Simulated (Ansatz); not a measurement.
# BeInH3 (model cell, started as cubic perovskite with Be in the octahedra): a soft mode frozen in, part 2 of 3

Aim: this structure of BeInH3 (model cell, started as cubic perovskite with Be in the octahedra) is to be tested for unstable modes, and one is followed downhill.

Ansatz 0.2.0; DFT LDA, scalar-relativistic, plane waves, PAW; PAW set soft_1.

So far, highest frequency on the path or at a solved wavevector (cm⁻¹): step 2 (response at finite wavevector) 994. Also lowest frequency on the path (cm⁻¹): step 2 -697.

The structure was built from a prototype and need not be the compound's stable phase.

## 4. The mode frozen in, largest atomic shift 0.32 Å

The atoms are moved along the unstable eigenvector, the largest shift by 0.32 Å, with the cell fixed.

input.yaml reads:

```yaml
crystal:
  lattice:
    - [3.5304351694, 0.0, 0.0]
    - [0.0, 3.5304351694, 0.0]
    - [0.0, 0.0, 3.5304351694]
  atoms:
    - { symbol: In, position: [-8.5008e-06, 8.5008e-06, 8.5008e-06] }
    - { symbol: Be, position: [0.5167800006, 0.4832199994, 0.4832199994] }
    - { symbol: H, position: [0.46193211, 0.53806789, 0.0729201669] }
    - { symbol: H, position: [0.46193211, 0.0729201669, 0.53806789] }
    - { symbol: H, position: [-0.0729201669, 0.53806789, 0.53806789] }
kpoints:
  mp_grid: { grid: [12, 12, 12] }
hamiltonian:
  xc: lda
  pseudopotentials: { kind: paw, azcp: { folder: soft_1 }, xc_functional: pbe }
scf:
  occupations: { method: methfessel_paxton, width: 0.2 }
output:
  forces: true
  stress: true
  eigenvalues: true
  write_density: true
  write_potential: true
  elf: true
  volumetric_format: npy
```

Launch:

```sh
$ ansatz run input.yaml --threads 4 --pin off --max-ram 16384MiB --backend cpu --events-out ev --progress --plain --runs-dir out
```

Numbers of over 12 decimals in the logs are rounded to 6 here.

Log:

```text
[...]
Crystal: 5 atoms, lattice volume = 44.003 Å³
Basis set: ecut = 420 eV, 847 PW (Γ)
Bands: 14, of which v1, the nominal top of the filled ones, is band 9 counted from 1 (8 counted from 0)
Symmetry: 6 space group operations
[...]
k-points: 189 of 1728 (time reversal used)
[...]
k-point 0: bands = [... 5 lower, -3.4054, 5.6749, 5.6749, 8.6575, 9.2520, 9.8042, 9.8042, 17.1939, ... 1 higher]
  k-point 1: bands = [... 5 lower, -3.3258, 5.2110, 5.7077, 8.4596, 9.1340, 9.8740, 10.7882, 16.8943, ... 1 higher]
  k-point 2: bands = [... 5 lower, -3.0859, 4.1346, 5.7986, 8.3815, 9.2834, 10.0845, 12.3755, 16.1263, ... 1 higher]
  k-point 188: bands = [... 5 lower, 3.2467, 3.2938, 3.2938, 6.4072, 7.4432, 7.4811, 7.4811, 7.6830, ... 1 higher]
[key lines of the parts left out:]
SCF converged after 8 iterations
Free energy (F): -5590.468757 eV
Fermi energy:    8.097788 eV
P = ⅓ Tr σ = 4.1602 GPa (41.602 kbar)
```

The job ended after 4 s (4 threads of Arm Neoverse V1, shared host; peak memory 0.43 GiB).

This step gave:

```yaml
pressure: 4.160 GPa
energy_from_the_undistorted_cell: -23.96 meV/atom
```

The energy, extrapolated to zero smearing, is -23.96 meV/atom against the undistorted cell.

The run ends at a pressure of 4.16 GPa, with forces up to 0.37 eV/Å.

## 5. Energy along the mode, all amplitudes (two of the runs are shown above)

An imaginary frequency means negative curvature, so the energy should fall and then rise again as anharmonic terms take over.

Numbers from this step:

* depth at the lowest point sampled: 23.96 meV/atom
* largest atomic shift at that point: 0.32 Å

Table of energy from the parent by largest atomic shift:

| largest atomic shift (Å) | energy from the parent (meV/atom) |
| --- | --- |
| 0.000 | 0 |
| 0.040 | -0.823 |
| 0.080 | -3.17 |
| 0.140 | -8.82 |
| 0.220 | -17.6 |
| 0.320 | -24.0 |
| 0.450 | -10.5 |
| 0.600 | 49.4 |

Displacement at unit largest shift by atom:

```csv
atom,x (Å),y (Å),z (Å),size
In1,0.000,0.000,0.000,0.000
Be2,0.185,-0.185,-0.185,0.320
H3,-0.420,0.420,0.804,1.000
H4,-0.420,0.804,0.420,1.000
H5,-0.804,0.420,0.420,1.000
```

The lowest of the steps tried is at 0.32 Å, 24.0 meV/atom below the parent; the bottom of the well need not coincide with a step.

## 6. Relaxing from the distorted cell

Starting from the lowest point found, all atoms and the cell are let go, so that strain and other modes of the same symmetry can join in.

input.yaml: that of step 4 with these lines changed.

```diff
@@ -22,5 +22,6 @@
   eigenvalues: true
-  write_density: true
-  write_potential: true
-  elf: true
-  volumetric_format: npy
+relax:
+  adjacent_minimum: "off"
+  f_tol: 0.002
+  max_steps: 120
+  cell: { stress_tol: 0.03 }
```

Log:

```text
[...]
Crystal: 5 atoms, lattice volume = 44.003 Å³
Basis set: ecut = 420 eV, 847 PW (Γ)
Bands: 14, of which v1, the nominal top of the filled ones, is band 9 counted from 1 (8 counted from 0)
Symmetry: 6 space group operations
[...]
k-points: 189 of 1728 (time reversal used)
[...]
SCF iter   1: F=—  HF=-5591.356999 eV  |F-HF|=—  |Δ(HF+E_count)|=         —  Δρ=6.45e-2  dr2=2.29e0  ethr=3.10e-3  ⟨swp⟩=5.1  Hψ=15294  notcnv=0
[...]
SCF iter   8: F=-5590.468757 eV  HF=-5590.468757 eV  |F-HF|=5.15e-9  |Δ(HF+E_count)|=   5.45e-8  S|Δr|=    0.00e0  Δρ=4.00e-6  dr2=7.72e-9  ethr=5.56e-10  ⟨swp⟩=8.3  Hψ=13324  notcnv=0
SCF 1 converged in 8 iterations: F = -5590.468757 eV  dr2 = 7.72e-9
[...]
relax step   1: F+E_penalty+E_count = -5590.46875695 eV  Δ(F+E_penalty+E_count) = +0.000e0 eV  max|allowed force component| = 2.137e-1 eV/Å  Δτ_max = 0.0000 Å  P = +4.160 GPa  Ω = 44.003 Å³  (8 SCF iters, dr2 threshold 1.00e-7 eV, accepted)
Crystal: 5 atoms, lattice volume = 48.253 Å³
Basis set: ecut = 420 eV, 937 PW (Γ)
[...]
SCF iter   5: F=-5590.603585 eV  HF=-5590.603585 eV  |F-HF|=2.42e-9  |Δ(HF+E_count)|=   1.94e-5  S|Δr|=    0.00e0  Δρ=2.15e-5  dr2=1.37e-7  ethr=2.78e-9  ⟨swp⟩=4.1  Hψ=14041  notcnv=0
SCF 2 converged in 5 iterations: F = -5590.603585 eV  dr2 = 1.37e-7
relax step   2: F+E_penalty+E_count = -5590.60358528 eV  Δ(F+E_penalty+E_count) = -1.348e-1 eV  max|allowed force component| = 3.060e-1 eV/Å  Δτ_max = 0.1583 Å  P = -1.178 GPa  Ω = 48.253 Å³  energy of the carried Pulay correction = -2.469e-3 eV  (5 SCF iters, dr2 threshold 5.00e-7 eV, accepted)
Crystal: 5 atoms, lattice volume = 48.909 Å³
Basis set: ecut = 420 eV, 955 PW (Γ)
[...]
SCF iter   5: F=-5590.674834 eV  HF=-5590.674834 eV  |F-HF|=8.35e-8  |Δ(HF+E_count)|=   2.67e-6  S|Δr|=    0.00e0  Δρ=2.70e-5  dr2=1.97e-7  ethr=2.78e-9  ⟨swp⟩=4.0  Hψ=15046  notcnv=0
SCF 3 converged in 5 iterations: F = -5590.674834 eV  dr2 = 1.97e-7
relax step   3: F+E_penalty+E_count = -5590.67483382 eV  Δ(F+E_penalty+E_count) = -7.125e-2 eV  max|allowed force component| = 4.575e-1 eV/Å  Δτ_max = 0.1579 Å  P = -1.845 GPa  Ω = 48.909 Å³  energy of the carried Pulay correction = -2.830e-3 eV  (5 SCF iters, dr2 threshold 5.00e-7 eV, accepted)
[... from here on, the SCF cycles and remarks between the steps are left out ...]
relax step   4: F+E_penalty+E_count = -5590.72995018 eV  Δ(F+E_penalty+E_count) = -5.512e-2 eV  max|allowed force component| = 3.488e-1 eV/Å  Δτ_max = 0.1577 Å  P = +2.480 GPa  Ω = 48.850 Å³  energy of the carried Pulay correction = -2.797e-3 eV  (6 SCF iters, dr2 threshold 5.00e-7 eV, accepted)
relax step   5: F+E_penalty+E_count = -5590.73571026 eV  Δ(F+E_penalty+E_count) = -5.760e-3 eV  max|allowed force component| = 1.949e-1 eV/Å  Δτ_max = 0.1541 Å  P = -2.875 GPa  Ω = 52.097 Å³  energy of the carried Pulay correction = -4.515e-3 eV  (6 SCF iters, dr2 threshold 5.00e-7 eV, accepted)
relax step   6: F+E_penalty+E_count = -5590.78633085 eV  Δ(F+E_penalty+E_count) = -5.062e-2 eV  max|allowed force component| = 1.231e-1 eV/Å  Δτ_max = 0.1568 Å  P = -0.494 GPa  Ω = 49.948 Å³  energy of the carried Pulay correction = -3.391e-3 eV  (5 SCF iters, dr2 threshold 5.00e-7 eV, accepted)
relax step   7: F+E_penalty+E_count = -5590.79384735 eV  Δ(F+E_penalty+E_count) = -7.517e-3 eV  max|allowed force component| = 8.109e-2 eV/Å  Δτ_max = 0.0525 Å  P = -0.137 GPa  Ω = 50.030 Å³  energy of the carried Pulay correction = -3.435e-3 eV  (5 SCF iters, dr2 threshold 5.00e-7 eV, accepted)
relax step   8: F+E_penalty+E_count = -5590.79907860 eV  Δ(F+E_penalty+E_count) = -5.231e-3 eV  max|allowed force component| = 1.051e-2 eV/Å  Δτ_max = 0.0427 Å  P = +0.054 GPa  Ω = 49.828 Å³  energy of the carried Pulay correction = -3.327e-3 eV  (5 SCF iters, dr2 threshold 4.11e-7 eV, accepted)
relax step   9: F+E_penalty+E_count = -5590.80004920 eV  Δ(F+E_penalty+E_count) = -9.706e-4 eV  max|allowed force component| = 5.461e-3 eV/Å  Δτ_max = 0.0174 Å  P = -0.048 GPa  Ω = 49.947 Å³  energy of the carried Pulay correction = -3.391e-3 eV  (5 SCF iters, dr2 threshold 1.81e-7 eV, accepted)
relax step  10: F+E_penalty+E_count = -5590.80023119 eV  Δ(F+E_penalty+E_count) = -1.820e-4 eV  max|allowed force component| = 1.082e-3 eV/Å  Δτ_max = 0.0059 Å  P = -0.034 GPa  Ω = 49.964 Å³  energy of the carried Pulay correction = -3.400e-3 eV  (4 SCF iters, dr2 threshold 1.00e-7 eV, accepted)
relax step  11: F+E_penalty+E_count = -5590.80025137 eV  Δ(F+E_penalty+E_count) = -2.018e-5 eV  max|allowed force component| = 5.631e-4 eV/Å  Δτ_max = 0.0005 Å  P = -0.006 GPa  Ω = 49.934 Å³  energy of the carried Pulay correction = -3.384e-3 eV  (4 SCF iters, dr2 threshold 2.94e-9 eV, accepted)
relax step  12: F+E_penalty+E_count = -5590.80499056 eV  Δ(F+E_penalty+E_count) = -4.739e-3 eV  max|allowed force component| = 5.524e-4 eV/Å  Δτ_max = 0.0000 Å  P = +0.065 GPa  Ω = 49.934 Å³  stress off target by 6.76e-2 GPa  SCF on the basis re-selected at this cell (its energy is not comparable with the rows above)  (6 SCF iters)
relax step  13: F+E_penalty+E_count = -5590.80496152 eV  Δ(F+E_penalty+E_count) = +2.904e-5 eV  max|allowed force component| = 4.333e-4 eV/Å  Δτ_max = 0.0011 Å  P = +0.000 GPa  Ω = 50.020 Å³  energy of the carried Pulay correction = -4.648e-5 eV  (4 SCF iters, dr2 threshold 1.14e-8 eV, accepted)
[...]
SCF iter   5: F=-5590.805013 eV  HF=-5590.805013 eV  |F-HF|=7.28e-12  |Δ(HF+E_count)|=  1.82e-11  S|Δr|=    0.00e0  Δρ=1.24e-7  dr2=5.61e-12  ethr=1.00e-12  ⟨swp⟩=5.7  Hψ=10956  notcnv=0
SCF 14 converged in 5 iterations: F = -5590.805013 eV  dr2 = 5.61e-12
relax step  14: F+E_penalty+E_count = -5590.80501289 eV  Δ(F+E_penalty+E_count) = -5.137e-5 eV  max|allowed force component| = 4.348e-4 eV/Å  Δτ_max = 0.0000 Å  P = +0.001 GPa  Ω = 50.020 Å³  stress off target by 2.62e-3 GPa  SCF on the basis re-selected at this cell (its energy is not comparable with the rows above)  (5 SCF iters)
[...]
SCF converged after 5 iterations
[...]
Free energy (F): -5590.805013 eV
[...]
Internal energy: -5590.803075 eV  (E = F + TS)
E sigma→0 (E₀):  -5590.804528 eV
Entropy (-TS):   -0.001938 eV (-0.388 meV/atom)
Fermi energy:    6.063211 eV
[...]
--- Forces (eV/Å), atoms counted from 1 ---
  atom   1  In    -0.00036728     0.00036728     0.00036728
  atom   2  Be     0.00041789    -0.00041789    -0.00041789
  atom   3  H     -0.00024270     0.00024270    -0.00043476
  atom   4  H     -0.00024270    -0.00043476     0.00024270
  atom   5  H      0.00043476     0.00024270     0.00024270
  max |Σ_I F_I| component: 2.57e-8 eV/Å
--- Stress (GPa, compression-positive) ---
        0.000515       0.001566       0.001566
        0.001566       0.000515      -0.001566
        0.001566      -0.001566       0.000515
  P = ⅓ Tr σ = 0.0005 GPa (0.005 kbar)
--- Band table (eV; the first three rows and the last of 189) ---
  k-point 0: bands = [... 5 lower, -3.9486, 3.4910, 3.4910, 6.4746, 7.7919, 10.0159, 10.0159, 15.3446, ... 1 higher]
  k-point 1: bands = [... 5 lower, -3.8762, 3.2508, 3.5320, 6.2321, 8.0379, 10.0612, 10.3695, 14.8150, ... 1 higher]
  k-point 2: bands = [... 5 lower, -3.6588, 2.5641, 3.6476, 6.0067, 8.3953, 10.1843, 11.1738, 13.9519, ... 1 higher]
  k-point 188: bands = [... 5 lower, 1.9567, 2.2646, 2.2646, 4.1852, 5.4617, 5.7216, 5.7216, 7.5637, ... 1 higher]
--- Relaxed structure (12 steps of the walk, 12 accepted, 2 SCFs on fresh bases) ---
  F+E_penalty+E_count = -5590.80501289 eV   max|allowed force component| = 4.348e-4 eV/Å   (the final SCF, on the basis selected at the relaxed cell)
  cell:  # Å, volume = 50.0199 Å³
    - [3.684591, 0.016052, 0.016052]
    - [0.016052, 3.684591, -0.016052]
    - [0.016052, -0.016052, 3.684591]
  atoms:
    - { symbol: In, position: [0.021723, -0.021723, -0.021723] }
    - { symbol: Be, position: [0.609246, 0.390754, 0.390754] }
    - { symbol: H, position: [0.419713, 0.580287, 0.102679] }
    - { symbol: H, position: [0.419713, 0.102679, 0.580287] }
    - { symbol: H, position: [-0.102679, 0.580287, 0.580287] }
```

Wall time 45 s (4 threads); peak memory 0.47 GiB; 2.9 min of CPU time.

The steps of the relaxation:

```
step  energy less that of the first step (eV)  largest force component (eV/Å)  pressure (GPa)  volume (Å³)
   1                                   0.0000                          0.2137            4.16        44.00
   2                                  -0.1348                          0.3060           -1.18        48.25
   3                                  -0.2061                          0.4575           -1.85        48.91
   4                                  -0.2612                          0.3488            2.48        48.85
   5                                  -0.2670                          0.1949           -2.88        52.10
   6                                  -0.3176                          0.1231           -0.49        49.95
   7                                  -0.3251                          0.0811           -0.14        50.03
   8                                  -0.3303                          0.0105            0.05        49.83
   9                                  -0.3313                          0.0055           -0.05        49.95
  10                                  -0.3315                          0.0011           -0.03        49.96
  11                                  -0.3315                          0.0006           -0.01        49.93
 12*                                  -0.3362                          0.0006            0.06        49.93
  13                                  -0.3362                          0.0004            0.00        50.02
 14*                                  -0.3363                          0.0004            0.00        50.02
```

Relaxation steps marked * repeat the geometry before them on a plane-wave basis chosen anew for their cell, so energy and pressure can jump there.

The run keeps the 6 symmetry operations that it works with, so distortions that break them were not tested.

```
conventional cell, symmetrised  before  after   change
                         a (Å)   4.993  5.233   +4.8 %
                         b (Å)   4.993  5.233   +4.8 %
                         c (Å)   6.115  6.326   +3.5 %
              volume (Å³/atom)    8.80  10.00  +13.7 %
```

The atoms that moved most (Å, as changes of fractional coordinates times the final cell):

```
atom      dx      dy      dz  length
 Be2   0.338  -0.338  -0.338   0.585
  H3  -0.154   0.154   0.108   0.244
  H5  -0.108   0.154   0.154   0.244
  H4  -0.154   0.108   0.154   0.244
 In1   0.079  -0.079  -0.079   0.137
```

Final coordinates:

```cif
data_structure
_symmetry_space_group_name_H-M 'P 1'
_symmetry_Int_Tables_number 1
_cell_length_a 3.6847
_cell_length_b 3.6847
_cell_length_c 3.6847
_cell_angle_alpha 90.498
_cell_angle_beta 89.502
_cell_angle_gamma 89.502
_cell_volume 50.02
loop_
_atom_site_label
_atom_site_type_symbol
_atom_site_fract_x
_atom_site_fract_y
_atom_site_fract_z
_atom_site_occupancy
In1 In 0.02172 0.97828 0.97828 1
Be2 Be 0.60925 0.39075 0.39075 1
H3 H 0.41971 0.58029 0.10268 1
H4 H 0.41971 0.10268 0.58029 1
H5 H 0.89732 0.58029 0.58029 1
```

Numbers from this step:

| Quantity | Value |
| --- | --- |
| pressure | 5.15e-4 GPa |
| volume per atom | 10.00 Å³ |

The distorted start has space group R3m; the relaxation ends in R3m.

## 7. The new phase in its own primitive cell

The relaxed structure is symmetrised, reduced to its primitive cell and relaxed tightly, as its phonons need.

input.yaml, the sections that differ from step 6:

```yaml
crystal:
  lattice:
    - [2.6167497235, 1.5107811573, 2.1087637514]
    - [-2.6167497235, 1.5107811573, 2.1087637514]
    - [0.0, -3.0215623146, 2.1087637514]
  atoms:
    - { symbol: In, position: [0.0217231905, 0.0217231905, 0.0217231905] }
    - { symbol: Be, position: [0.6092459185, 0.6092459185, 0.6092459185] }
    - { symbol: H, position: [0.419712808, 0.8973208281, 0.419712808] }
    - { symbol: H, position: [0.8973208281, 0.419712808, 0.419712808] }
    - { symbol: H, position: [0.419712808, 0.419712808, 0.8973208281] }
kpoints:
  mp_grid: { grid: [9, 9, 9] }
relax:
  adjacent_minimum: "off"
  f_tol: 0.001
  max_steps: 60
  cell: { stress_tol: 0.01 }
# hamiltonian, scf, output: as in step 6
```

Log:

```text
[...]
Crystal: 5 atoms, lattice volume = 50.020 Å³
Basis set: ecut = 420 eV, 979 PW (Γ)
Bands: 14, of which v1, the nominal top of the filled ones, is band 9 counted from 1 (8 counted from 0)
Symmetry: 6 space group operations
[...]
k-points: 85 of 729 (time reversal used)
[...]
cell:  # Å, volume = 50.0207 Å³
    - [2.621053, 1.513265, 2.101879]
    - [-2.621053, 1.513265, 2.101879]
    - [-3.677542378839528e-19, -3.026531, 2.101879]
  atoms:
    - { symbol: In, position: [0.022597, 0.022597, 0.022597] }
    - { symbol: Be, position: [0.609810, 0.609810, 0.609810] }
    - { symbol: H, position: [0.419533, 0.896242, 0.419533] }
    - { symbol: H, position: [0.896242, 0.419533, 0.419533] }
    - { symbol: H, position: [0.419533, 0.419533, 0.896242] }
[key lines of the parts left out:]
SCF converged after 7 iterations
Free energy (F): -5590.803840 eV
Fermi energy:    6.034654 eV
P = ⅓ Tr σ = -0.0045 GPa (-0.045 kbar)
```

The job ended after 13 s (4 threads; peak memory 0.4 GiB).

The steps of the relaxation:

```csv
step,energy less that of the first step (eV),largest force component (eV/Å),pressure (GPa),volume (Å³)
1,0.0000,0.0029,-0.01,50.02
2,-0.0001,0.0047,-0.02,50.04
3,-0.0001,0.0088,0.02,50.01
4,-0.0001,0.0043,-0.01,50.04
5,-0.0001,0.0014,0.01,50.01
6,-0.0001,0.0006,0.00,50.02
7*,-0.0001,0.0006,0.00,50.02
```

Relaxation steps marked * repeat the geometry before them on a plane-wave basis chosen anew for their cell, so energy and pressure can jump there.

Forces are held to the 6 operations that the run works with; a distortion that breaks them can't arise in this run.

```csv
"conventional cell, symmetrised",before,after,change
a (Å),5.233,5.242,+0.2 %
b (Å),5.233,5.242,+0.2 %
c (Å),6.326,6.306,-0.3 %
volume (Å³/atom),10.00,10.00,+0.0 %
```

The relaxed structure:

```cif
data_structure
_symmetry_space_group_name_H-M 'P 1'
_symmetry_Int_Tables_number 1
_cell_length_a 3.6848
_cell_length_b 3.6848
_cell_length_c 3.6848
_cell_angle_alpha 90.684
_cell_angle_beta 90.684
_cell_angle_gamma 90.684
_cell_volume 50.02
loop_
_atom_site_label
_atom_site_type_symbol
_atom_site_fract_x
_atom_site_fract_y
_atom_site_fract_z
_atom_site_occupancy
In1 In 0.02260 0.02260 0.02260 1
Be2 Be 0.60981 0.60981 0.60981 1
H3 H 0.41953 0.89624 0.41953 1
H4 H 0.89624 0.41953 0.41953 1
H5 H 0.41953 0.41953 0.89624 1
```

This step gave:

* pressure: -0.004471 GPa

The largest force component left is 0.59 meV/Å and the pressure is -0.004 GPa, within the tolerances set. The cell now holds 10.00 Å³/atom.

(Continued in part 3 of 3.)

[Logs are printed without paths, hosts, clocks, repeated set-up lines and the standing remarks that a program may print on its own settings, such as how far it seeks lower states.]

[Hosts, paths, dates, database ids (printed as entryN), source tags and the programs' standing remarks are cut or masked in the printed files.]
